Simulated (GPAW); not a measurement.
A computed O K-edge spectrum of one site in a crystal of O and Ti, with its zero at a photon energy of about 527.3 eV (raw 536.2 eV, less 8.8 eV of added terms; LDA puts this hole about 4 eV below PBE, itself good to a few eV). Method: GPAW, LDA, excited-electron core hole (neutral cell) in a small cell, dipole transitions, broadening that rises with energy.

Energy from the lowest empty level; intensity scaled to a mean of 1 over the first 20 eV:

```tsv
E (eV)	intensity
-2.0	0.00
-1.4	0.00
-0.8	0.02
-0.2	0.37
0.4	1.83
1.0	2.89
1.6	1.93
2.2	1.42
2.8	1.47
3.4	1.43
4.0	0.92
4.6	0.62
5.2	0.75
5.8	0.89
6.4	1.05
7.0	1.02
7.6	0.88
8.2	0.68
8.8	0.56
9.4	0.69
10.0	1.12
10.6	1.61
11.2	1.76
11.8	1.48
12.4	1.13
13.0	0.88
13.6	0.71
14.2	0.57
14.8	0.49
15.4	0.46
16.0	0.46
16.6	0.48
17.2	0.52
17.8	0.57
18.4	0.60
19.0	0.61
19.6	0.61
20.2	0.61
20.8	0.62
21.4	0.64
22.0	0.68
22.6	0.72
23.2	0.76
23.8	0.79
24.4	0.82
25.0	0.86
25.6	0.91
26.2	0.99
26.8	1.07
27.4	1.13
28.0	1.16
28.6	1.15
29.2	1.10
29.8	1.04
30.4	0.98
31.0	0.93
31.6	0.90
```

**Question.** What surroundings does the absorber have?

A K edge sees empty p states; the first features are O p mixed into the empty d states of the Ti neighbours, and the broad ones above probably into the cations' higher empty bands. It is atom 3 of Ti2O (P-3m1), with 6 Ti at 2.14 Å (octahedral, site symmetry -3m). Its main maxima below 24 eV lie at 1.0 eV (2.89), 6.6 eV (1.07) and 11.1 eV (1.77). A near-edge spectrum doesn't fix the structure by itself; it is matched against candidates. The unit cell's mesh shows no gap over 0.35 eV. That is right for a metallic compound; for a small-gap or correlated insulator it would be the fault of the functional or of the assumed magnetic order, and the hole would be screened too well. The holes are only 5.5 Å apart, so the shape is probably not converged with cell size; no larger cell was run here. The mesh is coarse (0.28 Å⁻¹ between points), so small maxima may be mesh ripples. Lifetime broadening is put in by hand, and intensities beyond about 20 eV depend on it and on the partial waves; weight that the partial waves miss at high energy is lost. The structure is a published determination, not relaxed.

[Banner, clock and machine lines of the logs are left out without a mark of their own.]

[Logs are printed without paths, hosts, clocks, repeated set-up lines and the standing remarks that a program may print on its own settings, such as how far it seeks lower states.]

[Hosts, paths, dates, database ids (printed as entryN), source tags and the programs' standing remarks are cut or masked in the printed files.]

[Lists of maxima count a maximum above −3 eV only where it reaches 4 % of the highest in the window and stands out from its surroundings by 2 % of it (1.5 % where it reaches 55 %); shoulders and weaker maxima are passed over, and of the rest the first, up to two pre-edge ones and the few strongest are named.]
